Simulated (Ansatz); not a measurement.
# Lattice dynamics of MgH2 (model cell, started as CdI2 type), part 2 of 4

How does MgH2 (model cell, started as CdI2 type) vibrate, and is this structure a minimum?

Ansatz 0.2.0; DFT LDA, scalar-relativistic, plane waves, PAW.

So far. Step 4 (Relaxing to small forces for the phonons): The largest force component left is 0.029 meV/Å and the pressure is 0.002 GPa, within the tolerances set. The cell now holds 10.64 Å³/atom. The relaxed cell has a = 2.967, c = 4.185 Å (conventional setting).

The structure was built from a prototype and need not be the compound's stable phase.

### 5. Modes at Γ

The zone centre comes first: it holds the modes that light can see, as far as symmetry allows. The response to a homogeneous field gives the Born charges and the dielectric tensor.

input.yaml

```yaml
crystal:
  lattice:
    - [2.9672161251, 0.0, 0.0]
    - [-1.4836080626, 2.5696845428, 0.0]
    - [0.0, 0.0, 4.1852422122]
  atoms:
    - { symbol: Mg, position: [0.0, 0.0, 0.0] }
    - { symbol: H, position: [0.3333333333, 0.6666666667, 0.2233549513] }
    - { symbol: H, position: [0.6666666667, 0.3333333333, 0.7766450487] }
kpoints:
  mp_grid: { grid: [9, 9, 8] }
hamiltonian:
  xc: lda
scf:
  occupations: { method: fixed }
output:
  eigenvalues: true
phonons:
  method: dfpt
  dielectric: true
  rigid_motions: translations
```

Started as:

```console
ansatz run input.yaml --threads 8 --pin off --max-ram 14336MiB --backend cpu --events-out ev --progress --plain --runs-dir out
```

Numbers of over 12 decimals in the logs are rounded to 6 here.

Log:

```text
[...]
Crystal: 3 atoms, lattice volume = 31.912 Å³
Basis set: ecut = 420 eV, 613 PW (Γ), exchange–correlation on 40×40×60 points (8 copies of the dense FFT grid, shifted against one another)
Bands: 10, of which v1, the nominal top of the filled ones, is band 6 counted from 1 (5 counted from 0)
Symmetry: 12 space group operations
k-points: 185 of 648 (irreducible under 2 space group operations, time reversal used)
[...]
SCF iter   1: F=—  HF=-1933.264504 eV  |F-HF|=—  |Δ(HF+E_count)|=         —  Δρ=1.18e-2  dr2=2.95e-2  ethr=1.77e-3  ⟨swp⟩=4.7  Hψ=10531  notcnv=0  defer=329
[...]
SCF iter   8: F=-1933.250331 eV  HF=-1933.250331 eV  |F-HF|=0.00e0  |Δ(HF+E_count)|=  1.22e-10  Δρ=6.25e-8  dr2=1.04e-12  ethr=1.00e-12  ⟨swp⟩=7.0  Hψ=9646  notcnv=0
SCF 1 converged in 8 iterations: F = -1933.250331 eV  dr2 = 1.04e-12
[...]
NSCF: frozen V_eff on 4 k-points
DFPT response loops at Γ: preconditioner auto → none (the input reference at scf.mixing.eps_inf says where Resta's filter doesn't serve); β = 0.50; Broyden in place of MSR1
── the response to a field inside a basis, on 10×10×8 k-points: an SCF that follows is theirs, and a resumed run solves both again ──
Bands: 7, of which v1, the nominal top of the filled ones, is band 6 counted from 1 (5 counted from 0)
k-points: 220 of 800 (irreducible under 4 space group operations)
[...]
Eigensolver: Dense (220 Hₖ)
SCF iter   1: F=—  HF=-1933.250725 eV  |F-HF|=—  |Δ(HF+E_count)|=         —  Δρ=2.70e-4  dr2=3.51e-6  ethr=1.00e-1
[...]
SCF iter   3: F=-1933.250728 eV  HF=-1933.250728 eV  |F-HF|=8.25e-10  |Δ(HF+E_count)|=   8.21e-7  Δρ=7.11e-6  dr2=3.13e-9  ethr=6.74e-9
SCF 1 converged in 3 iterations: F = -1933.250728 eV  dr2 = 3.13e-9
[...]
SCF converged after 8 iterations
Free energy (F): -1933.250331 eV
[...]
Internal energy: -1933.250331 eV  (E = F + TS)
E sigma→0 (E₀):  -1933.250331 eV
Fermi energy:    1.509558 eV
[...]
--- Band table (eV; the first three rows and the last of 185) ---
[...]
--- Phonons (Γ-DFPT): 4 representative perturbations + reference, on 185 of 648 k-points (Σ response iterations 15) ---
  k mesh reduced under 2 symmetry operations, with k and −k counted as one. Each operation leaves every solved perturbation unchanged. A smaller set is not considered because the run solves the response to a homogeneous field
  ASR residual: 3.248e-5 → 0.000e0 eV/Å²; symmetrization residual: 1.636e-7 eV/Å²
  ASR residual per site (eV/Å²): 3.25e-5 1.89e-5 1.89e-5
  Γ frequencies (cm⁻¹): 0.00 0.00 0.00 830.82 858.27 858.27 1037.62 1102.28 1102.28
  ε∞ (high-frequency dielectric tensor):
        4.204854    -0.000000    -0.000000
       -0.000000     4.204854     0.000000
       -0.000000     0.000000     3.457142
  ε⁰ (static dielectric tensor: ions relaxed, cell fixed):
        8.406959    -0.000000    -0.000000
       -0.000000     8.406959     0.000000
       -0.000000     0.000000     5.242186
  ε⁰ − ε∞ (ionic part):
        4.202105    -0.000000    -0.000000
       -0.000000     4.202105     0.000000
       -0.000000     0.000000     1.785044
  softest optical mode at Γ: 830.82 cm⁻¹; the repairs (sum rule, projections) moved no ω² at Γ by more than (2.34 cm⁻¹)²
  Born effective charges Z* (e; rows j = field, columns β = displacement):
    site 0:
         1.93313   -0.00000   -0.00000
        -0.00000    1.93313    0.00000
        -0.00000    0.00000    1.21966
    site 1:
        -0.96657    0.00000    0.00000
         0.00000   -0.96657   -0.00000
         0.00000   -0.00000   -0.60983
    site 2:
        -0.96657    0.00000    0.00000
         0.00000   -0.96657   -0.00000
         0.00000   -0.00000   -0.60983
  Z* charge neutrality: 4.787e-4 e pre-enforcement
  solved inside a basis spanned on kpoints, on 10×10×8 k-points, its susceptibility summed on 14×14×8: ε∞ is read to err by 1.1e-2, Z* by 1.1e-2 e (field_mesh: kpoints solves on kpoints); Z* is corrected for what the basis lacks
  optical modes at Γ without the LO–TO term, one row a degenerate level:
      ω (cm⁻¹)  modes    IR ((D/Å)²/amu)
        830.82      1            18.4354
        858.27      2            92.6259
       1037.62      1             0.0000
       1102.28      2             0.0000
  optical modes at Γ + LO–TO along q̂ = [1.0000, 0.0000, 0.0000]:
      ω (cm⁻¹)  modes    IR ((D/Å)²/amu)
        830.82      1            18.4354
        858.27      1            46.3129
       1037.62      1             0.0000
       1102.28      2             0.0000
       1213.58      1            46.3129
  optical modes at Γ + LO–TO along q̂ = [0.0000, 1.0000, 0.0000]:
      ω (cm⁻¹)  modes    IR ((D/Å)²/amu)
        830.82      1            18.4354
        858.27      1            46.3129
       1037.62      1             0.0000
       1102.28      2             0.0000
       1213.58      1            46.3129
  optical modes at Γ + LO–TO along q̂ = [0.0000, 0.0000, 1.0000]:
      ω (cm⁻¹)  modes    IR ((D/Å)²/amu)
        858.27      2            92.6259
       1023.07      1            18.4354
       1037.62      1             0.0000
       1102.28      2             0.0000
```

Wall time 9 s (8 threads of Intel Xeon at 2.70GHz, shared host); peak memory 0.6 GiB.

Reading the cycles: dr2 is the Hartree energy of the density residual (eV), the measure of convergence; HF is the Harris–Foulkes estimate of the energy, which meets the free energy F at convergence.

Numbers from this step:

* sum-rule residual before enforcement: 3.25e-5 eV/Å²
* miss of the charge sum rule: 4.79e-4 e
* estimated error of the dielectric tensor: 0.01082
* estimated error of the Born charges: 0.01136 e
* point group: -3m
* highest optical mode at the zone centre (no LO-TO term): 1102 cm⁻¹
* lowest optical zone-centre mode: 830.8 cm⁻¹
* mean high-frequency dielectric constant: 3.956
* largest Born charge (third of the trace): 1.695 e
* mean static dielectric constant: 7.352
* top of the zone-centre spectrum with the field: 1214 cm⁻¹

Without the LO-TO term. Patterns of degenerate modes are one choice out of their space. The modes at Γ (shares of kinetic energy by element, %):

| mode | frequency (cm⁻¹) | symmetry | Mg % | H % |
| --- | --- | --- | --- | --- |
| 1 | 0.0 | acoustic | 92 | 8 |
| 2 | 0.0 | acoustic | 92 | 8 |
| 3 | 0.0 | acoustic | 92 | 8 |
| 4 | 830.8 | A2u | 8 | 92 |
| 5 | 858.3 | Eu | 8 | 92 |
| 6 | 858.3 | Eu | 8 | 92 |
| 7 | 1037.6 | A1g | 0 | 100 |
| 8 | 1102.3 | Eg | 0 | 100 |
| 9 | 1102.3 | Eg | 0 | 100 |

Displacements in mode 4 (830.8 cm⁻¹), the largest set to 1:
```
Mg1  0.00  0.00 -0.08
H2   0.00  0.00  1.00
H3   0.00  0.00  1.00
```

Displacements in mode 8 (1102.3 cm⁻¹), the largest set to 1:
```
Mg1  0.00  0.00  0.00
H2   0.99  1.00  0.00
H3  -0.99 -1.00  0.00
```

Optical modes at the zone centre, without and with the macroscopic field of the longitudinal modes; each column is sorted by frequency, so a row need not hold one and the same mode. Modes with and without the field, by row:

| rank among optical modes | no field (cm⁻¹) | q along (1, 0, 0) (cm⁻¹) | q along (0, 0, 1) (cm⁻¹) |
| --- | --- | --- | --- |
| 1 | 830.8 | 830.8 | 858.3 |
| 2 | 858.3 | 858.3 | 858.3 |
| 3 | 858.3 | 1038 | 1023 |
| 4 | 1038 | 1102 | 1038 |
| 5 | 1102 | 1102 | 1102 |
| 6 | 1102 | 1214 | 1102 |

Born charge (rows field, columns displacement) (e), principal values of the symmetric part by kind of site:

| atom | atoms with these values | low | middle | high | mean |
| --- | --- | --- | --- | --- | --- |
| Mg1 | 1 | 1.22 | 1.93 | 1.93 | 1.70 |
| H2 | 2 | -0.97 | -0.97 | -0.61 | -0.85 |

In full for H2:

```
-0.97  0.00  0.00
 0.00 -0.97  0.00
 0.00  0.00 -0.61
```

High-frequency dielectric tensor:

```
4.20 0.00 0.00
0.00 4.20 0.00
0.00 0.00 3.46
```

Static dielectric tensor (ions relaxed, fixed cell):

```
8.41 0.00 0.00
0.00 8.41 0.00
0.00 0.00 5.24
```

Transverse modes. Lines of the infrared spectrum (strongest = 100):

| position (cm⁻¹) | label | relative intensity |
| --- | --- | --- |
| 831 | A2u | 20 |
| 858 | Eu | 100 |
| 1038 | A1g | 0.0 |
| 1102 | Eg | 0.0 |

Before it was imposed, the acoustic sum rule was missed by 3.2e-5 eV/Å² and the charge sum rule by 4.8e-4 e. Small misses are needed for a sound result but don't prove that mesh and cutoff are converged. The lowest optical mode is real, 831 cm⁻¹.

(Part 2 of 4 ends here.)

[Logs are printed without paths, hosts, clocks, repeated set-up lines and the standing remarks that a program may print on its own settings, such as how far it seeks lower states.]

[Hosts, paths, dates, database ids (printed as entryN), source tags and the programs' standing remarks are cut or masked in the printed files.]
